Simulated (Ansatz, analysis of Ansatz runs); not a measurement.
# Migration in Rb2MgCl4 (I4/mmm): H turning about Cl, charge +1

Wanted: path and barrier of a jump of H in Rb2MgCl4 (I4/mmm) at charge +1. The case: H turning about Cl, in a cell of 56 host atoms with 1 H put in.

Method: plane-wave PAW DFT, PBEsol; nudged elastic band between two relaxed defect structures at fixed charge in a uniform background, in Ansatz 0.2.0.

## (1) Set-up

The cell holds 57 atoms: 16 Rb, 8 Mg, 32 Cl and 1 H. Cell: a = 9.932 Å, b = 9.932 Å, c = 16.039 Å, α = 90.0°, β = 90.0°, γ = 90.0°. It derives from Rb2MgCl4 (space group I4/mmm). Nearest the centre at fractional (0.797, 0.203, 0.597): H57 at 0.65 Å, Cl36 at 1.14 Å, Mg34 at 1.69 Å, Cl13 at 2.59 Å, Cl40 at 2.59 Å, Rb3 at 2.95 Å, Cl41 at 3.36 Å, Cl54 at 3.36 Å. The cell carries charge +1.

The cell's shortest repeat is 9.9 Å.

## (2) Relaxation of the start point, charge +1

The ends come first: from an unrelaxed start the top is counted from too high an energy, and the barrier comes out too low. Small random displacements break the symmetry of the ideal sites, so that the defect can distort if it gains by it. The charge of +1 is set by the electron count, and a uniform background keeps the cell neutral.

Input file qp1.start/input.yaml:

```yaml
crystal:
  lattice:
    - [9.93179577, 0.0, 0.0]
    - [0.0, 9.93179577, 0.0]
    - [0.0, 0.0, 16.03920526]
  atoms:
    - { symbol: Rb, position: [0.0, 0.0, 0.35750608] }
    - { symbol: Rb, position: [0.25, 0.25, 0.85750608] }
    - { symbol: Rb, position: [0.0, 0.0, 0.64249392] }
    - { symbol: Rb, position: [0.25, 0.25, 0.14249392] }
    - { symbol: Mg, position: [0.0, 0.0, 0.0] }
    - { symbol: Mg, position: [0.25, 0.25, 0.5] }
    - { symbol: Cl, position: [0.0, 0.0, 0.15533197] }
    - { symbol: Cl, position: [0.25, 0.25, 0.65533197] }
    - { symbol: Cl, position: [0.0, 0.0, 0.84466803] }
    - { symbol: Cl, position: [0.25, 0.25, 0.34466803] }
    - { symbol: Cl, position: [0.0, 0.25, 0.0] }
    - { symbol: Cl, position: [0.25, 0.0, 0.5] }
    - { symbol: Cl, position: [0.0, 0.25, 0.5] }
    - { symbol: Cl, position: [0.25, 0.0, 0.0] }
    - { symbol: Rb, position: [0.0, 0.5, 0.35750608] }
    - { symbol: Rb, position: [0.25, 0.75, 0.85750608] }
    - { symbol: Rb, position: [0.0, 0.5, 0.64249392] }
    - { symbol: Rb, position: [0.25, 0.75, 0.14249392] }
    - { symbol: Mg, position: [0.0, 0.5, 0.0] }
    - { symbol: Mg, position: [0.25, 0.75, 0.5] }
    - { symbol: Cl, position: [0.0, 0.5, 0.15533197] }
    - { symbol: Cl, position: [0.25, 0.75, 0.65533197] }
    - { symbol: Cl, position: [0.0, 0.5, 0.84466803] }
    - { symbol: Cl, position: [0.25, 0.75, 0.34466803] }
    - { symbol: Cl, position: [0.0, 0.75, 0.0] }
    - { symbol: Cl, position: [0.25, 0.5, 0.5] }
    - { symbol: Cl, position: [0.0, 0.75, 0.5] }
    - { symbol: Cl, position: [0.25, 0.5, 0.0] }
    - { symbol: Rb, position: [0.5, 0.0, 0.35750608] }
    - { symbol: Rb, position: [0.75, 0.25, 0.85750608] }
    - { symbol: Rb, position: [0.5, 0.0, 0.64249392] }
    - { symbol: Rb, position: [0.75, 0.25, 0.14249392] }
    - { symbol: Mg, position: [0.5, 0.0, 0.0] }
    - { symbol: Mg, position: [0.75, 0.25, 0.5] }
    - { symbol: Cl, position: [0.5, 0.0, 0.15533197] }
    - { symbol: Cl, position: [0.75, 0.25, 0.65533197] }
    - { symbol: Cl, position: [0.5, 0.0, 0.84466803] }
    - { symbol: Cl, position: [0.75, 0.25, 0.34466803] }
    - { symbol: Cl, position: [0.5, 0.25, 0.0] }
    - { symbol: Cl, position: [0.75, 0.0, 0.5] }
    - { symbol: Cl, position: [0.5, 0.25, 0.5] }
    - { symbol: Cl, position: [0.75, 0.0, 0.0] }
    - { symbol: Rb, position: [0.5, 0.5, 0.35750608] }
    - { symbol: Rb, position: [0.75, 0.75, 0.85750608] }
    - { symbol: Rb, position: [0.5, 0.5, 0.64249392] }
    - { symbol: Rb, position: [0.75, 0.75, 0.14249392] }
    - { symbol: Mg, position: [0.5, 0.5, 0.0] }
    - { symbol: Mg, position: [0.75, 0.75, 0.5] }
    - { symbol: Cl, position: [0.5, 0.5, 0.15533197] }
    - { symbol: Cl, position: [0.75, 0.75, 0.65533197] }
    - { symbol: Cl, position: [0.5, 0.5, 0.84466803] }
    - { symbol: Cl, position: [0.75, 0.75, 0.34466803] }
    - { symbol: Cl, position: [0.5, 0.75, 0.0] }
    - { symbol: Cl, position: [0.75, 0.5, 0.5] }
    - { symbol: Cl, position: [0.5, 0.75, 0.5] }
    - { symbol: Cl, position: [0.75, 0.5, 0.0] }
    - { symbol: H, position: [0.843239, 0.25, 0.597107] }
total_charge: 1
basis:
  ecutwfc: 420
  xc_grid: 2
hamiltonian:
  xc: pbesol
kpoints:
  mp_grid: { grid: [1, 1, 1], shift: [0.25, 0.25, 0.25] }
scf:
  occupations: { method: fixed }
  max_iter: 120
output:
  forces: true
relax:
  f_tol: 0.02
  max_steps: 70
  random_displacement: { amplitude: 0.03, seed: 3124 }
```

Command:

```bash
> ansatz run input.yaml --threads 32 --pin off --max-ram 84787MiB --backend cuda --events-out ev --progress --plain --runs-dir out --max-vram 78GiB
```

Numbers of over 12 decimals in the logs are rounded to 6 here.

Log:

```text
[...]
Engine: ansatz 0.2.0, aarch64-unknown-linux-gnu
[...]
Pseudopotential: Rb, paw, valence charge 9, recommended cutoff 420 eV (normal), Rb.paw.azcp
Pseudopotential: Mg, paw, valence charge 10, recommended cutoff 420 eV (normal), Mg.paw.azcp
Pseudopotential: Cl, paw, valence charge 7, recommended cutoff 420 eV (normal), Cl.paw.azcp
Pseudopotential: H, paw, valence charge 1, recommended cutoff 420 eV (normal), H.paw.azcp
Functional definition: PBEsol
[...]
Crystal: 57 atoms, lattice volume = 1582.116 Å³
Basis set: ecut = 420 eV, 31017 PW (Γ), exchange–correlation on 144×144×216 points (8 copies of the dense FFT grid, shifted against one another)
Bands: 281, of which v1, the nominal top of the filled ones, is band 224 counted from 1 (223 counted from 0)
[...]
SCF iter   1: F=—  HF=-100840.934924 eV  |F-HF|=—  |Δ(HF+E_count)|=         —  Δρ=3.66e-3  dr2=5.37e-1  ethr=1.77e-3  ⟨swp⟩=5.0  Hψ=821  notcnv=0  defer=54
[...]
SCF iter   2: F=—  HF=-100840.782185 eV  |F-HF|=—  |Δ(HF+E_count)|=   1.53e-1  Δρ=1.71e-3  dr2=1.25e-1  ethr=1.20e-4  ⟨swp⟩=3.0  Hψ=479  notcnv=0  defer=55
[...]
SCF iter   6: F=-100840.727987 eV  HF=-100840.727982 eV  |F-HF|=5.82e-6  |Δ(HF+E_count)|=   4.97e-5  Δρ=1.26e-5  dr2=3.77e-6  ethr=2.23e-9  ⟨swp⟩=5.0  Hψ=926  notcnv=0
SCF 1 converged in 6 iterations: F = -100840.727987 eV  dr2 = 3.77e-6
[...]
relax step   1: F+E_penalty+E_count = -100840.72798735 eV  Δ(F+E_penalty+E_count) = +0.000e0 eV  max|allowed force component| = 3.119e0 eV/Å  Δτ_max = 0.0000 Å  (6 SCF iters, dr2 threshold 1.00e-5 eV, [...]
[...]
SCF iter   1: F=—  HF=-100842.079531 eV  |F-HF|=—  |Δ(HF+E_count)|=         —  Δρ=6.55e-3  dr2=8.64e-1  ethr=1.93e-4  ⟨swp⟩=1.0  Hψ=1044  notcnv=0  defer=55
[...]
SCF 9 converged in 6 iterations: F = -100842.185110 eV  dr2 = 6.69e-9
[...]
SCF converged after 6 iterations
[...]
```

Elapsed: 5.4 s, on 1 × NVIDIA GB200 with 32 threads of Arm Neoverse V2, shared host; peak memory 1.4 GiB.

The steps of the relaxation:

```tsv
step	energy less that of the first step (eV)	largest force component (eV/Å)
1	0.0000	3.1192
2	-1.0848	1.2607
3	-1.3609	0.3442
4	-1.4292	0.2417
5	-1.4307	0.2986
6	-1.4545	0.0818
7	-1.4559	0.0380
8	-1.4562	0.0318
9	-1.4571	0.0112
```

The atoms that moved most (Å, from the sites as typed, ahead of the random displacement, the mean shift of all atoms taken out):

```tsv
atom	dx	dy	dz	length
H57	0.483	0.002	0.122	0.499
Cl36	0.404	0.005	0.170	0.438
Mg34	-0.126	-0.001	-0.392	0.411
Rb17	0.103	0.229	0.088	0.266
Rb3	0.098	-0.229	0.088	0.264
Cl38	-0.008	-0.002	-0.219	0.219
Cl13	-0.140	-0.001	0.160	0.212
Rb30	0.016	0.001	0.177	0.178
```

Neighbours of H57 at the end:

```tsv
atom	distance (Å)
Cl36	1.406
Cl13	1.783
Mg34	2.578
Rb17	3.035
Rb3	3.036
Cl54	3.246
Cl40	3.247
Cl8	3.580
```

Read from the output:

* free energy: -100842.1851 eV
* r.m.s. move of the farther half of the atoms: 0.04380 Å
* largest move from the ideal geometry of this structure, a common shift of the far atoms taken out: 0.5037 Å

The relaxation gained 1.457 eV and ended with a largest force component of 0.011 eV/Å.

## (3) Relaxation of the end point, charge +1

The end point is relaxed in the same cell and settings, so that the two energies compare. Atoms more than 3.2 Å from the middle of the hop start where the first relaxation left them, the nearer ones on or close to their ideal places, with small random displacements.

Input file qp1.end/input.yaml:

```yaml
crystal:
  lattice:
    - [9.93179577, 0.0, 0.0]
    - [0.0, 9.93179577, 0.0]
    - [0.0, 0.0, 16.03920526]
  atoms:
    - { symbol: Rb, position: [4.199e-05, -0.00688863, 0.3536493] }
    - { symbol: Rb, position: [0.25010995, 0.24992933, 0.85907475] }
    - { symbol: Rb, position: [0.0, 0.0, 0.64249392] }
[... 9 atom lines left out ...]
    - { symbol: Cl, position: [0.0, 0.25, 0.5] }
[... 3 atom lines left out ...]
    - { symbol: Rb, position: [0.01107786, 0.52303338, 0.64819309] }
[... 13 atom lines left out ...]
    - { symbol: Rb, position: [0.49177141, -0.01078654, 0.64433171] }
[... 2 atom lines left out ...]
    - { symbol: Mg, position: [0.75, 0.25, 0.5] }
[... 1 atom line left out ...]
    - { symbol: Cl, position: [0.75, 0.25, 0.65533197] }
[... 1 atom line left out ...]
    - { symbol: Cl, position: [0.74989542, 0.24978363, 0.3312588] }
[... 1 atom line left out ...]
    - { symbol: Cl, position: [0.75, 0.0, 0.5] }
    - { symbol: Cl, position: [0.50171378, 0.2499, 0.50673239] }
[... 3 atom lines left out ...]
    - { symbol: Rb, position: [0.49177979, 0.51053834, 0.64432991] }
[... 8 atom lines left out ...]
    - { symbol: Cl, position: [0.74799241, 0.49241113, 0.50272922] }
[... 2 atom lines left out ...]
    - { symbol: H, position: [0.75, 0.156761, 0.597107] }
total_charge: 1
basis:
  ecutwfc: 420
  xc_grid: 2
hamiltonian:
  xc: pbesol
kpoints:
  mp_grid: { grid: [1, 1, 1], shift: [0.25, 0.25, 0.25] }
scf:
  occupations: { method: fixed }
  max_iter: 120
output:
  forces: true
relax:
  f_tol: 0.02
  max_steps: 70
  random_displacement: { amplitude: 0.01, seed: 3124 }
```

Log:

```text
[... repeated set-up lines and file paths are left out, and long positions are rounded to six places ...]
[...]
Crystal: 57 atoms, lattice volume = 1582.116 Å³
Basis set: ecut = 420 eV, 31017 PW (Γ), exchange–correlation on 144×144×216 points (8 copies of the dense FFT grid, shifted against one another)
[...]
SCF iter   2: F=—  HF=-100840.993823 eV  |F-HF|=—  |Δ(HF+E_count)|=   1.38e-1  Δρ=1.56e-3  dr2=9.80e-2  ethr=9.88e-5  ⟨swp⟩=3.0  Hψ=479  notcnv=0  defer=55
[...]
SCF iter   6: F=-100840.951697 eV  HF=-100840.951692 eV  |F-HF|=4.91e-6  |Δ(HF+E_count)|=   3.67e-5  Δρ=1.20e-5  dr2=3.45e-6  ethr=2.23e-9  ⟨swp⟩=4.0  Hψ=925  notcnv=0
SCF 1 converged in 6 iterations: F = -100840.951697 eV  dr2 = 3.45e-6
[...]
relax step   1: F+E_penalty+E_count = -100840.95169714 eV  Δ(F+E_penalty+E_count) = +0.000e0 eV  max|allowed force component| = 3.102e0 eV/Å  Δτ_max = 0.0000 Å  (6 SCF iters, dr2 threshold 1.00e-5 eV, [...]
[...]
relax step   9: F+E_penalty+E_count = -100842.18543619 eV  Δ(F+E_penalty+E_count) = -4.680e-4 eV  max|allowed force component| = 1.411e-2 eV/Å  Δτ_max = 0.0153 Å  (4 SCF iters, dr2 threshold 4.43e-6 e [...]
[...]
relax step  10: F+E_penalty+E_count = -100842.18543651 eV  Δ(F+E_penalty+E_count) = -3.162e-7 eV  max|allowed force component| = 1.411e-2 eV/Å  Δτ_max = 0.0000 Å  (3 SCF iters, accepted)
[...]
```

The job ended after 6 s (1 × NVIDIA GB200 with 32 threads; peak memory 1.4 GiB; 24 s of CPU time).

Step by step:

```tsv
step	energy less that of the first step (eV)	largest force component (eV/Å)
1	0.0000	3.1021
2	-0.8492	1.5500
3	-1.1542	0.2999
4	-1.2088	0.1672
5	-1.2082	0.3893
6	-1.2296	0.0466
7	-1.2319	0.0600
8	-1.2333	0.0665
9	-1.2337	0.0141
10	-1.2337	0.0141
```

Relaxation step 5 was tried and not accepted.

The atoms that moved most (Å, from the sites as typed, ahead of the random displacement):

```tsv
atom	dx	dy	dz	length
H57	-0.010	-0.480	0.115	0.494
Cl36	-0.013	-0.402	0.163	0.434
Mg34	-0.007	0.131	-0.392	0.413
Rb3	0.222	-0.100	0.087	0.258
Cl40	-0.008	0.144	0.150	0.208
Rb31	-0.158	0.004	0.059	0.169
Rb17	-0.001	-0.136	-0.063	0.149
Cl52	0.013	0.120	0.068	0.139
```

Neighbours of H57 at the end:

```tsv
atom	distance (Å)
Cl36	1.405
Cl40	1.786
Mg34	2.574
Rb31	3.040
Rb3	3.041
Cl41	3.242
Cl13	3.245
Cl50	3.565
```

Read from the output:

| Item | Value |
| --- | --- |
| free energy | -100842.1854 eV |
| r.m.s. move of the farther half of the atoms | 0.04385 Å |
| largest move from the ideal geometry of this structure, a common shift of the far atoms taken out | 0.5009 Å |

The relaxation gained 1.234 eV and ended with a largest force component of 0.014 eV/Å. The end lies within 1 meV of the start.

## (4) Nudged elastic band, charge +1

5 movable images are laid between the ends on a pair-potential path, which keeps atoms from colliding in the first guess. Each image feels the true force across the path and a spring force along it. The highest image is set to climb to the top of the path.

This step: plane-wave PAW DFT, PBEsol; nudged elastic band between two relaxed defect structures at fixed charge in a uniform background.

Input file qp1.neb/input.yaml:

```yaml
crystal:
  lattice:
    - [9.93179577, 0.0, 0.0]
    - [0.0, 9.93179577, 0.0]
    - [0.0, 0.0, 16.03920526]
  atoms:
    - { symbol: Rb, position: [-0.00073609, -0.00693664, 0.35358066] }
    - { symbol: Rb, position: [0.24933187, 0.24988132, 0.8590061] }
    - { symbol: Rb, position: [0.0098611, -0.02307704, 0.64809912] }
    - { symbol: Rb, position: [0.24909015, 0.24999213, 0.14234958] }
    - { symbol: Mg, position: [0.00063518, -0.00081213, 0.00042509] }
    - { symbol: Mg, position: [0.25049091, 0.24996302, 0.50267948] }
    - { symbol: Cl, position: [0.00137387, -0.00078282, 0.15526969] }
    - { symbol: Cl, position: [0.24308546, 0.24993734, 0.6549235] }
    - { symbol: Cl, position: [-0.00179465, 0.00010801, 0.84471188] }
    - { symbol: Cl, position: [0.23677086, 0.24991352, 0.3506712] }
    - { symbol: Cl, position: [0.00183596, 0.24993181, 0.00054486] }
    - { symbol: Cl, position: [0.24493829, 0.00062734, 0.50062852] }
    - { symbol: Cl, position: [-0.01412967, 0.24988647, 0.51010013] }
    - { symbol: Cl, position: [0.25027434, 4.58e-06, -0.001409] }
    - { symbol: Rb, position: [-0.000527, 0.50696672, 0.35352365] }
    - { symbol: Rb, position: [0.25072423, 0.75006999, 0.86068387] }
    - { symbol: Rb, position: [0.01029978, 0.52298537, 0.64812445] }
    - { symbol: Rb, position: [0.25014793, 0.74987543, 0.13973252] }
    - { symbol: Mg, position: [0.00068014, 0.50072541, 0.00040658] }
    - { symbol: Mg, position: [0.24797482, 0.7500041, 0.49805321] }
    - { symbol: Cl, position: [0.00159021, 0.50063309, 0.15526072] }
    - { symbol: Cl, position: [0.25117495, 0.74995307, 0.65464701] }
    - { symbol: Cl, position: [-0.0020293, 0.49982368, 0.84473324] }
    - { symbol: Cl, position: [0.24755659, 0.7499777, 0.34439573] }
    - { symbol: Cl, position: [-1.932e-05, 0.7499724, -0.00043873] }
    - { symbol: Cl, position: [0.24494823, 0.49931413, 0.50065477] }
    - { symbol: Cl, position: [-0.00274894, 0.74992326, 0.49900783] }
    - { symbol: Cl, position: [0.25027442, 0.49989238, -0.00157722] }
    - { symbol: Rb, position: [0.49198214, -0.00596859, 0.35401351] }
    - { symbol: Rb, position: [0.75160414, 0.25006618, 0.86869865] }
    - { symbol: Rb, position: [0.49099333, -0.01083455, 0.64426306] }
    - { symbol: Rb, position: [0.74975515, 0.24983633, 0.13553451] }
    - { symbol: Mg, position: [0.4995219, -0.000243, -0.00021048] }
    - { symbol: Mg, position: [0.73727162, 0.24984129, 0.4757409] }
    - { symbol: Cl, position: [0.49823748, -0.00142191, 0.15516898] }
    - { symbol: Cl, position: [0.7905926, 0.25043761, 0.66607982] }
    - { symbol: Cl, position: [0.50291689, 0.0032504, 0.84332863] }
    - { symbol: Cl, position: [0.74911734, 0.24973562, 0.33119015] }
    - { symbol: Cl, position: [0.49827559, 0.24993181, 0.00077679] }
    - { symbol: Cl, position: [0.74715018, 0.00746406, 0.5029489] }
    - { symbol: Cl, position: [0.5009357, 0.249852, 0.50666374] }
    - { symbol: Cl, position: [0.74991513, -0.00158779, 0.00079449] }
    - { symbol: Rb, position: [0.49211823, 0.50590562, 0.3540621] }
    - { symbol: Rb, position: [0.74950409, 0.74983812, 0.8592394] }
    - { symbol: Rb, position: [0.49100171, 0.51049033, 0.64426126] }
    - { symbol: Rb, position: [0.74903759, 0.75005862, 0.14140619] }
    - { symbol: Mg, position: [0.49954586, 0.50013177, -0.00019562] }
    - { symbol: Mg, position: [0.74727671, 0.7499128, 0.49923245] }
    - { symbol: Cl, position: [0.49798248, 0.50129902, 0.15516907] }
    - { symbol: Cl, position: [0.74782539, 0.74977029, 0.65320598] }
    - { symbol: Cl, position: [0.50311417, 0.49670496, 0.84335098] }
    - { symbol: Cl, position: [0.74707626, 0.75012253, 0.3464955] }
    - { symbol: Cl, position: [0.50002553, 0.7499607, -0.00196874] }
    - { symbol: Cl, position: [0.74721433, 0.49236312, 0.50266057] }
    - { symbol: Cl, position: [0.49778694, 0.74994569, 0.49915215] }
    - { symbol: Cl, position: [0.74992043, 0.50149759, 0.00100447] }
    - { symbol: H, position: [0.89187328, 0.25013273, 0.60484043] }
total_charge: 1
basis:
  ecutwfc: 420
  xc_grid: 2
hamiltonian:
  xc: pbesol
kpoints:
  mp_grid: { grid: [1, 1, 1], shift: [0.25, 0.25, 0.25] }
scf:
  occupations: { method: fixed }
  max_iter: 120
output:
  forces: true
neb:
  images: 5
  f_tol: 0.04
  climbing: true
  initial_path: idpp
  max_iterations: 45
  order_check: false
  final_atoms:
    - { symbol: Rb, position: [0.00591262, -6.753e-05, 0.35340867] }
    - { symbol: Rb, position: [0.24937833, 0.24959508, 0.85943696] }
    - { symbol: Rb, position: [0.02194658, -0.0110383, 0.64807229] }
[... 9 atom lines left out ...]
    - { symbol: Cl, position: [-0.00865364, 0.25196249, 0.50281473] }
[... 3 atom lines left out ...]
    - { symbol: Rb, position: [0.01059888, 0.50841494, 0.64442704] }
[... 13 atom lines left out ...]
    - { symbol: Rb, position: [0.47546463, -0.01129486, 0.64811893] }
[... 2 atom lines left out ...]
    - { symbol: Mg, position: [0.74888344, 0.26225227, 0.47570266] }
[... 1 atom line left out ...]
    - { symbol: Cl, position: [0.74833347, 0.20861233, 0.66564516] }
[... 1 atom line left out ...]
    - { symbol: Cl, position: [0.74893879, 0.2523972, 0.33117356] }
[... 1 atom line left out ...]
    - { symbol: Cl, position: [0.74884822, 0.01355193, 0.50948249] }
    - { symbol: Cl, position: [0.50636109, 0.25183858, 0.50264126] }
[... 3 atom lines left out ...]
    - { symbol: Rb, position: [0.48717161, 0.50834046, 0.64444687] }
[... 8 atom lines left out ...]
    - { symbol: Cl, position: [0.7488682, 0.49810024, 0.50848258] }
[... 2 atom lines left out ...]
    - { symbol: H, position: [0.74860919, 0.10745892, 0.60441074] }
```

Log:

```text
Warning: neb: disabling space-group detection — the band's intermediate images generally break the endpoint symmetry, so the full k-mesh is solved, and no spatial operation symmetrises the density, ex [...]
[...]
Crystal: 57 atoms, lattice volume = 1582.116 Å³
Basis set: ecut = 420 eV, 31017 PW (Γ), exchange–correlation on 144×144×216 points (8 copies of the dense FFT grid, shifted against one another)
[...]
SCF iter   1: F=—  HF=-100842.289703 eV  |F-HF|=—  |Δ(HF+E_count)|=         —  Δρ=3.13e-3  dr2=2.75e-1  ethr=1.77e-3  ⟨swp⟩=6.0  Hψ=903  notcnv=0  defer=54
[...]
SCF iter   2: F=—  HF=-100842.203189 eV  |F-HF|=—  |Δ(HF+E_count)|=   8.65e-2  Δρ=1.29e-3  dr2=4.93e-2  ethr=6.14e-5  ⟨swp⟩=3.0  Hψ=494  notcnv=0  defer=55
[...]
SCF iter   8: F=-100842.185110 eV  HF=-100842.185110 eV  |F-HF|=1.88e-8  |Δ(HF+E_count)|=   2.93e-7  Δρ=8.83e-7  dr2=1.89e-8  ethr=2.23e-11  ⟨swp⟩=4.0  Hψ=923  notcnv=0
SCF 1 converged in 8 iterations: F = -100842.185110 eV  dr2 = 1.89e-8
[...]
SCF 9 converged in 7 iterations: F = -100842.010546 eV  dr2 = 3.78e-8
[...]
SCF 12 converged in 7 iterations: F = -100842.139988 eV  dr2 = 2.12e-8
[...]
SCF 48 converged in 4 iterations: F = -100841.971828 eV  dr2 = 8.55e-8
[...]
SCF converged after 4 iterations
[...]
```

Elapsed: 19 s, on 1 × NVIDIA GB200 with 32 threads; peak memory 2.4 GiB.

The path, image by image:

```tsv
image	path (Å)	energy (eV)	H57: x, y, z (Å)
0	0.000	0.0000	8.858, 2.484, 9.701
1	0.494	0.0130	8.650, 2.446, 9.817
2	0.988	0.1070	8.370, 2.174, 9.887
3	1.482	0.2130	8.075, 1.848, 9.910
4	1.984	0.1040	7.742, 1.548, 9.886
5	2.486	0.0120	7.471, 1.263, 9.812
6	2.988	0.0000	7.435, 1.067, 9.694
```

This step gave:

```yaml
free_energy: -100841.9718 eV
barrier_forward: 0.2133 eV
barrier_backward: 0.2136 eV
end_less_start: -3.27e-4 eV
hop_length: 2.008 Å
```

Track of the atom that was set to move:

```tsv
image	x (Å)	y (Å)	z (Å)	nearest neighbour	distance (Å)
0	8.858	2.484	9.701	Cl	1.406
1	8.65	2.446	9.817	Cl	1.391
2	8.37	2.174	9.887	Cl	1.345
3	8.075	1.848	9.91	Cl	1.322
4	7.742	1.548	9.886	Cl	1.345
5	7.471	1.263	9.812	Cl	1.392
6	7.435	1.067	9.694	Cl	1.405
```

The band met its tolerance of 0.04 eV/Å after 12 iterations, with image 3 on top (the start counts as 0). H57, which moves farthest between the ends, has 1 Cl at 1.41 Å nearest at the start and 1 Cl at 1.32 Å at the top.

(Part 1 of 2 ends here.)

[Logs are printed without paths, hosts, clocks, repeated set-up lines and the standing remarks that a program may print on its own settings, such as how far it seeks lower states.]

[Hosts, paths, dates, database ids (printed as entryN), source tags and the programs' standing remarks are cut or masked in the printed files.]
